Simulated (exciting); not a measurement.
# Electron–core-hole interaction in the S L₂,₃ spectrum of CsLaS2

Wanted: the near-edge spectrum and the bound core excitons at the S L₂,₃ edge of CsLaS2.

Main program and level: exciting sodium; X-ray absorption, core-level Bethe-Salpeter equation, exchange and statically screened direct term, Tamm-Dancoff, all-electron LAPW+lo LDA.

Most raw output is cut from this account.

## (1) The structure

Symmetry: R-3m, No. 166, trigonal system. The conventional cell has a = 4.332 Å, b = 4.332 Å, c = 24.302 Å, α = 90.00°, β = 90.00°, γ = 120.00°. Nearest to La lie 6 S at 2.93 Å. Nearest to Cs lie 6 S at 3.56 Å. Nearest to S lie 3 La at 2.93 Å and 3 Cs at 3.56 Å. Farther neighbours and most contacts between anions are not listed.

Structure file:

```cif
data_structure
_symmetry_space_group_name_H-M 'R-3m:H'
_symmetry_Int_Tables_number 166
_cell_length_a 4.3320
_cell_length_b 4.3320
_cell_length_c 24.3019
_cell_angle_alpha 90.000
_cell_angle_beta 90.000
_cell_angle_gamma 120.000
_cell_volume 394.95
loop_
_atom_site_label
_atom_site_type_symbol
_atom_site_symmetry_multiplicity
_atom_site_Wyckoff_symbol
_atom_site_fract_x
_atom_site_fract_y
_atom_site_fract_z
_atom_site_occupancy
La1 La 3 b 0.66667 0.33333 0.83333 1
Cs1 Cs 3 a 0.00000 0.00000 0.00000 1
S1 S 6 c 0.00000 0.00000 0.77091 1
```

Differences between curves are given as r.m.s. difference over r.m.s. height.

## (2) Ground state

The species files are the program's own, with muffin-tin radii set in the input.

input.xml

```
<input>
  <title>CsLaS2</title>
  <structure speciespath="." autormt="false" epslat="1.0e-5">
    <crystal>
      <basevect>4.0931101409 2.3631582417 15.3080037591</basevect>
      <basevect>-4.0931101409 2.3631582417 15.3080037591</basevect>
      <basevect>0.0000000000 -4.7263164834 15.3080037591</basevect>
    </crystal>
    <species speciesfile="La.xml" rmt="2.464">
      <atom coord="0.5000000000 0.5000000000 0.5000000000"/>
    </species>
    <species speciesfile="Cs.xml" rmt="2.464">
      <atom coord="0.0000000000 0.0000000000 0.0000000000"/>
    </species>
    <species speciesfile="S.xml" rmt="2.300">
      <atom coord="0.7709144900 0.7709144900 0.7709144900"/>
      <atom coord="0.2290855100 0.2290855100 0.2290855100"/>
    </species>
  </structure>
  <groundstate do="fromscratch" xctype="LDA_PW" ngridk="3 3 3" rgkmax="7" gmaxvr="14" nempty="8" swidth="0.001" maxscl="100" epsengy="1e-5"/>
</input>
```

On the command line:

```sh
$ OMP_NUM_THREADS=1 mpirun -n 4 exciting
```

The job ended after 52 s (4 MPI ranks of Arm Neoverse V1, shared host).

The warnings file holds hints only, no warning.

The mesh shows a gap of 2.53 eV. Core levels (Dirac, from the valence top):

```
atom  level  energy (eV)
   S  1s1/2      -2388.3
   S  2s1/2       -202.3
   S  2p1/2       -148.8
   S  2p3/2       -147.5
```

## (3) A richer basis for the empty states

Each species file gets more local orbitals, built from u and its energy derivative at 0.15 Ha and u at 0.9 Ha.

input.xml is that of step 2.

SPECIES.xml, added lines

```
<lo l="L">  <!-- L = 0, 1, 2, and 3 from Cs on -->
  <wf matchingOrder="0" trialEnergy="0.1500" searchE="false"/>
  <wf matchingOrder="1" trialEnergy="0.1500" searchE="false"/>
  <wf matchingOrder="0" trialEnergy="0.9000" searchE="false"/>
</lo>
```

On the command line:

```sh
$ OMP_NUM_THREADS=1 mpirun -n 4 exciting
```

It took 52 s on 4 MPI ranks.

Against the first ground state the total energy moves by -10 meV an atom and the gap by 0.00 eV.

## (4) Screening, kernels and BSE for S atom 3

The absorber has 3 La at 2.93 Å and 3 Cs at 3.56 Å (distorted octahedral, site symmetry 3m).

input.xml: that of step 3 with these lines changed.

```diff
@@ -19,3 +19,19 @@
   </structure>
-  <groundstate do="fromscratch" xctype="LDA_PW" ngridk="3 3 3" rgkmax="7" gmaxvr="14" nempty="8" swidth="0.001" maxscl="100" epsengy="1e-5"/>
+  <groundstate do="skip" xctype="LDA_PW" ngridk="3 3 3" rgkmax="7" gmaxvr="14" nempty="8" swidth="0.001" maxscl="100" epsengy="1e-5"/>
+  <xs xstype="BSE" ngridk="2 2 2" ngridq="2 2 2" vkloff="0.097 0.273 0.493" rgkmax="7" nempty="72" gqmax="3" lmaxapwwf="5" lmaxemat="3" broad="0.01654" tevout="true">
+    <energywindow intv="5.073 6.736" points="452"/>
+    <screening screentype="full" nempty="103"/>
+    <BSE xas="true" xasspecies="3" xasatom="1" xasedge="L23" bsetype="singlet" nstlxas="1 68"/>
+    <qpointset>
+      <qpoint>0 0 0</qpoint>
+    </qpointset>
+    <plan>
+      <doonly task="xsgeneigvec"/>
+      <doonly task="writepmatxs"/>
+      <doonly task="scrgeneigvec"/>
+      <doonly task="scrwritepmat"/>
+      <doonly task="screen"/>
+      <doonly task="scrcoulint"/>
+    </plan>
+  </xs>
 </input>
```

input.xml for the exchange start (cutoff and plan only)

```
  gqmax="2.5"
  <plan>
    <doonly task="exccoulint"/>
  </plan>
```

input.xml for the last start (plan only)

```
  <plan>
    <doonly task="bse"/>
  </plan>
```

On the command line:

```sh
$ OMP_NUM_THREADS=1 mpirun -n 4 exciting
$ OMP_NUM_THREADS=1 mpirun -n 4 exciting
$ OMP_NUM_THREADS=4 exciting
```

It took 15 min on 4 MPI ranks.

Wall time by task: xsgeneigvec 9.6 s, writepmatxs 5.8 s, scrgeneigvec 4.8 s, scrwritepmat 4.9 s, screen 86 s, scrcoulint 3 min, exccoulint 9.3 min, bse 19 s.

The S L₂,₃ spectrum of S atom 3 (energy from the Kohn–Sham onset, core level to the lowest empty state found on the meshes used, 150.04 eV; the ground-state mesh sets it, and the shifted mesh has its lowest transition 0.09 eV above it; Im ε scaled to the maximum of the singlet run; cut below the end of the band set):

```csv
E (eV),isotropic,ε ⊥ c,ε ∥ c
-3.0,0.02,0.02,0.02
-2.5,0.03,0.03,0.03
-2.0,0.04,0.03,0.04
-1.5,0.06,0.06,0.06
-1.0,0.11,0.11,0.12
-0.5,0.13,0.13,0.13
0.0,0.17,0.16,0.17
0.5,0.22,0.22,0.20
1.0,0.26,0.26,0.27
1.5,0.31,0.31,0.33
2.0,0.34,0.35,0.30
2.5,0.33,0.33,0.31
3.0,0.30,0.29,0.30
3.5,0.28,0.28,0.29
4.0,0.29,0.29,0.30
4.5,0.31,0.30,0.32
5.0,0.34,0.33,0.35
5.5,0.37,0.37,0.37
6.0,0.43,0.43,0.43
6.5,0.52,0.52,0.50
7.0,0.59,0.60,0.57
7.5,0.68,0.68,0.69
8.0,0.74,0.74,0.74
8.5,0.78,0.78,0.78
9.0,0.89,0.89,0.90
9.5,0.99,0.99,0.98
10.0,0.87,0.88,0.85
10.5,0.81,0.82,0.79
11.0,0.82,0.83,0.79
11.5,0.85,0.84,0.87
12.0,0.93,0.92,0.96
12.5,0.97,0.95,1.00
13.0,0.93,0.93,0.93
13.5,0.81,0.82,0.80
14.0,0.77,0.78,0.75
14.5,0.77,0.78,0.76
15.0,0.69,0.69,0.69
15.5,0.65,0.66,0.64
16.0,0.63,0.63,0.62
16.5,0.62,0.62,0.62
17.0,0.67,0.65,0.70
17.5,0.66,0.65,0.67
18.0,0.68,0.67,0.70
18.5,0.71,0.70,0.73
19.0,0.66,0.66,0.66
19.5,0.60,0.59,0.63
20.0,0.59,0.57,0.63
20.5,0.53,0.51,0.57
21.0,0.51,0.49,0.53
21.5,0.51,0.53,0.48
22.0,0.51,0.53,0.47
```

Maxima (height): 2.0 eV (0.34), 9.4 eV (1.00), 12.3 eV (0.97), 14.2 eV (0.79), 17.0 eV (0.67) and 18.5 eV (0.71).

The Hamiltonian has 3264 rows. The lowest groups of eigenvalues and the brightest ones, on the scale above (the program counts from the shifted mesh's onset, 0.09 eV higher). Core spinors bring spin-forbidden partners, so dark means forbidden by spin or by symmetry, and the shifted mesh splits states that symmetry would keep together:

```csv
energy (eV),states within 10 meV,relative strength
-0.962,4,0.18
-0.906,4,0.19
-0.780,4,0.17
-0.581,4,0.037
-0.419,4,0.055
-0.321,4,0.033
7.296,4,0.58
9.232,3,1.00
9.277,4,0.63
9.365,6,0.50
12.849,4,0.47
17.998,6,0.47
19.879,6,0.48
```

## (5) Independent particles

input.xml: that of step 4 with these lines changed.

```diff
@@ -23,3 +23,3 @@
     <screening screentype="full" nempty="103"/>
-    <BSE xas="true" xasspecies="3" xasatom="1" xasedge="L23" bsetype="singlet" nstlxas="1 68"/>
+    <BSE xas="true" xasspecies="3" xasatom="1" xasedge="L23" bsetype="IP" nstlxas="1 68"/>
     <qpointset>
@@ -28,8 +28,3 @@
     <plan>
-      <doonly task="xsgeneigvec"/>
-      <doonly task="writepmatxs"/>
-      <doonly task="scrgeneigvec"/>
-      <doonly task="scrwritepmat"/>
-      <doonly task="screen"/>
-      <doonly task="scrcoulint"/>
+      <doonly task="bse"/>
     </plan>
```

On the command line:

```sh
$ OMP_NUM_THREADS=4 exciting
```

The job ended after 3 s (4 threads).

Maxima (height): 10.7 eV (0.69), 13.9 eV (0.92), 15.7 eV (0.84), 17.9 eV (0.76) and 20.0 eV (0.85); 2 lower ones aren't listed. Against the singlet run the r.m.s. difference is 37 %. Moving the earlier curve by +3.4 eV leaves 15 %. The highest maximum lies at 13.9 eV (0.92), against 9.4 eV (1.00).

## (6) Exchange alone

input.xml: that of step 5 with these lines changed.

```diff
@@ -23,3 +23,3 @@
     <screening screentype="full" nempty="103"/>
-    <BSE xas="true" xasspecies="3" xasatom="1" xasedge="L23" bsetype="IP" nstlxas="1 68"/>
+    <BSE xas="true" xasspecies="3" xasatom="1" xasedge="L23" bsetype="RPA" nstlxas="1 68"/>
     <qpointset>
```

On the command line:

```sh
$ OMP_NUM_THREADS=4 exciting
```

Elapsed: 20 s, on 4 threads.

Maxima (height): 10.8 eV (0.64), 13.9 eV (0.89), 15.7 eV (0.83), 17.9 eV (0.76) and 20.0 eV (0.86); 2 lower ones aren't listed. The spectrum differs from the independent-particle run by 4 % r.m.s.

## (7) Coarser mesh

Changed against the first singlet run: k mesh from 2×2×2 to 1×1×1.

input.xml: that of step 6 with these lines changed.

```diff
@@ -20,6 +20,6 @@
   <groundstate do="skip" xctype="LDA_PW" ngridk="3 3 3" rgkmax="7" gmaxvr="14" nempty="8" swidth="0.001" maxscl="100" epsengy="1e-5"/>
-  <xs xstype="BSE" ngridk="2 2 2" ngridq="2 2 2" vkloff="0.097 0.273 0.493" rgkmax="7" nempty="72" gqmax="3" lmaxapwwf="5" lmaxemat="3" broad="0.01654" tevout="true">
+  <xs xstype="BSE" ngridk="1 1 1" ngridq="1 1 1" vkloff="0.097 0.273 0.493" rgkmax="7" nempty="72" gqmax="3" lmaxapwwf="5" lmaxemat="3" broad="0.01654" tevout="true">
     <energywindow intv="5.073 6.736" points="452"/>
     <screening screentype="full" nempty="103"/>
-    <BSE xas="true" xasspecies="3" xasatom="1" xasedge="L23" bsetype="RPA" nstlxas="1 68"/>
+    <BSE xas="true" xasspecies="3" xasatom="1" xasedge="L23" bsetype="singlet" nstlxas="1 68"/>
     <qpointset>
@@ -28,3 +28,8 @@
     <plan>
-      <doonly task="bse"/>
+      <doonly task="xsgeneigvec"/>
+      <doonly task="writepmatxs"/>
+      <doonly task="scrgeneigvec"/>
+      <doonly task="scrwritepmat"/>
+      <doonly task="screen"/>
+      <doonly task="scrcoulint"/>
     </plan>
```

input.xml for the exchange start (cutoff and plan only)

```
  gqmax="2.5"
  <plan>
    <doonly task="exccoulint"/>
  </plan>
```

input.xml for the last start (plan only)

```
  <plan>
    <doonly task="bse"/>
  </plan>
```

On the command line:

```sh
$ OMP_NUM_THREADS=4 exciting
$ OMP_NUM_THREADS=4 exciting
$ OMP_NUM_THREADS=4 exciting
```

Run time: 2 min. Hardware: 4 threads.

These settings are cheaper. Against the singlet run the r.m.s. difference is 11 %. The highest maximum lies at 11.0 eV (1.02), against 9.4 eV (1.00). The first bright state moves from -0.96 to -1.31 eV. The lowest bare transition of this run lies at 0.57 eV, against 0.09. A coarse mesh samples few band energies, and it inflates the long-range part of the attraction.

```csv
E (eV),first run,this run
-3.0,0.02,0.02
-2.0,0.04,0.04
-1.0,0.11,0.12
0.0,0.17,0.15
1.0,0.26,0.27
2.0,0.34,0.34
3.0,0.30,0.22
4.0,0.29,0.28
5.0,0.34,0.34
6.0,0.43,0.43
7.0,0.59,0.64
8.0,0.74,0.83
9.0,0.89,0.89
10.0,0.87,0.83
11.0,0.82,1.02
12.0,0.93,0.86
13.0,0.93,0.90
14.0,0.77,0.74
15.0,0.69,0.59
16.0,0.63,0.74
17.0,0.67,0.63
18.0,0.68,0.59
19.0,0.66,0.55
20.0,0.59,0.56
21.0,0.51,0.57
22.0,0.51,0.55
```

## (8) The levels of theory side by side

```
  level  curve passes 0.15 (eV)  highest maximum (eV)  its height
     IP                     2.7                  13.9        0.92
    RPA                     2.8                  13.9        0.89
singlet                    -0.2                   9.4        1.00
```

| E (eV) | IP | RPA | singlet |
| --- | --- | --- | --- |
| -3.0 | 0.01 | 0.01 | 0.02 |
| -2.0 | 0.01 | 0.01 | 0.04 |
| -1.0 | 0.02 | 0.02 | 0.11 |
| 0.0 | 0.04 | 0.04 | 0.17 |
| 1.0 | 0.09 | 0.08 | 0.26 |
| 2.0 | 0.11 | 0.10 | 0.34 |
| 3.0 | 0.17 | 0.16 | 0.30 |
| 4.0 | 0.23 | 0.22 | 0.29 |
| 5.0 | 0.23 | 0.22 | 0.34 |
| 6.0 | 0.22 | 0.21 | 0.43 |
| 7.0 | 0.26 | 0.24 | 0.59 |
| 8.0 | 0.32 | 0.30 | 0.74 |
| 9.0 | 0.41 | 0.38 | 0.89 |
| 10.0 | 0.56 | 0.51 | 0.87 |
| 11.0 | 0.67 | 0.63 | 0.82 |
| 12.0 | 0.69 | 0.64 | 0.93 |
| 13.0 | 0.83 | 0.78 | 0.93 |
| 14.0 | 0.92 | 0.89 | 0.77 |
| 15.0 | 0.81 | 0.80 | 0.69 |
| 16.0 | 0.83 | 0.82 | 0.63 |
| 17.0 | 0.77 | 0.77 | 0.67 |
| 18.0 | 0.76 | 0.76 | 0.68 |
| 19.0 | 0.79 | 0.79 | 0.66 |
| 20.0 | 0.84 | 0.86 | 0.59 |
| 21.0 | 0.80 | 0.83 | 0.51 |
| 22.0 | 0.75 | 0.78 | 0.51 |

## (9) Outcome

| Property | Result |
| --- | --- |
| absorber and edge | S L₂,₃, atom 3 |
| surroundings | 3 La at 2.93 Å and 3 Cs at 3.56 Å (distorted octahedral, site symmetry 3m) |
| first bright state | -0.96 eV from the Kohn–Sham onset, on this mesh |
| highest maximum | 9.4 eV |
| cost of the BSE run | 15 min on 4 MPI ranks of Arm Neoverse V1, shared host; the last task ran on as many threads |

What this shows: Is a core exciton bound? Yes on this mesh: the first bright state (over 5 % of the brightest) lies at -0.96 eV from the Kohn–Sham onset and at -1.05 eV from the lowest bare transition of its own mesh. Exchange alone changes the independent-particle spectrum by 4 % r.m.s. Binding energies aren't converged on 8 k points, and fine structure above the first lines is partly noise of the mesh. The kernel cutoff is low for a compact core orbital, so the effect of exchange is a lower bound. The zero comes from the unshifted 3×3×3 ground-state mesh; it is exact only where the band minimum lies on that mesh. The conduction states carry no spin here, so the exchange coupling to the spinor core hole is only partly held. The Kohn–Sham onset, 150 eV, is no photon energy (tabulated edge of the element: 162.5 eV): the scale needs a rigid shift. Bands and screening come from semilocal DFT, whose small gap overscreens. Vibrations and energy-dependent lifetimes are left out. The structure is a Materials Project entry, computed there, and may be a hypothetical form.

[Logs are printed without paths, hosts, clocks, repeated set-up lines and the standing remarks that a program may print on its own settings, such as how far it seeks lower states.]

[Hosts, paths, dates, database ids (printed as entryN), source tags and the programs' standing remarks are cut or masked in the printed files.]
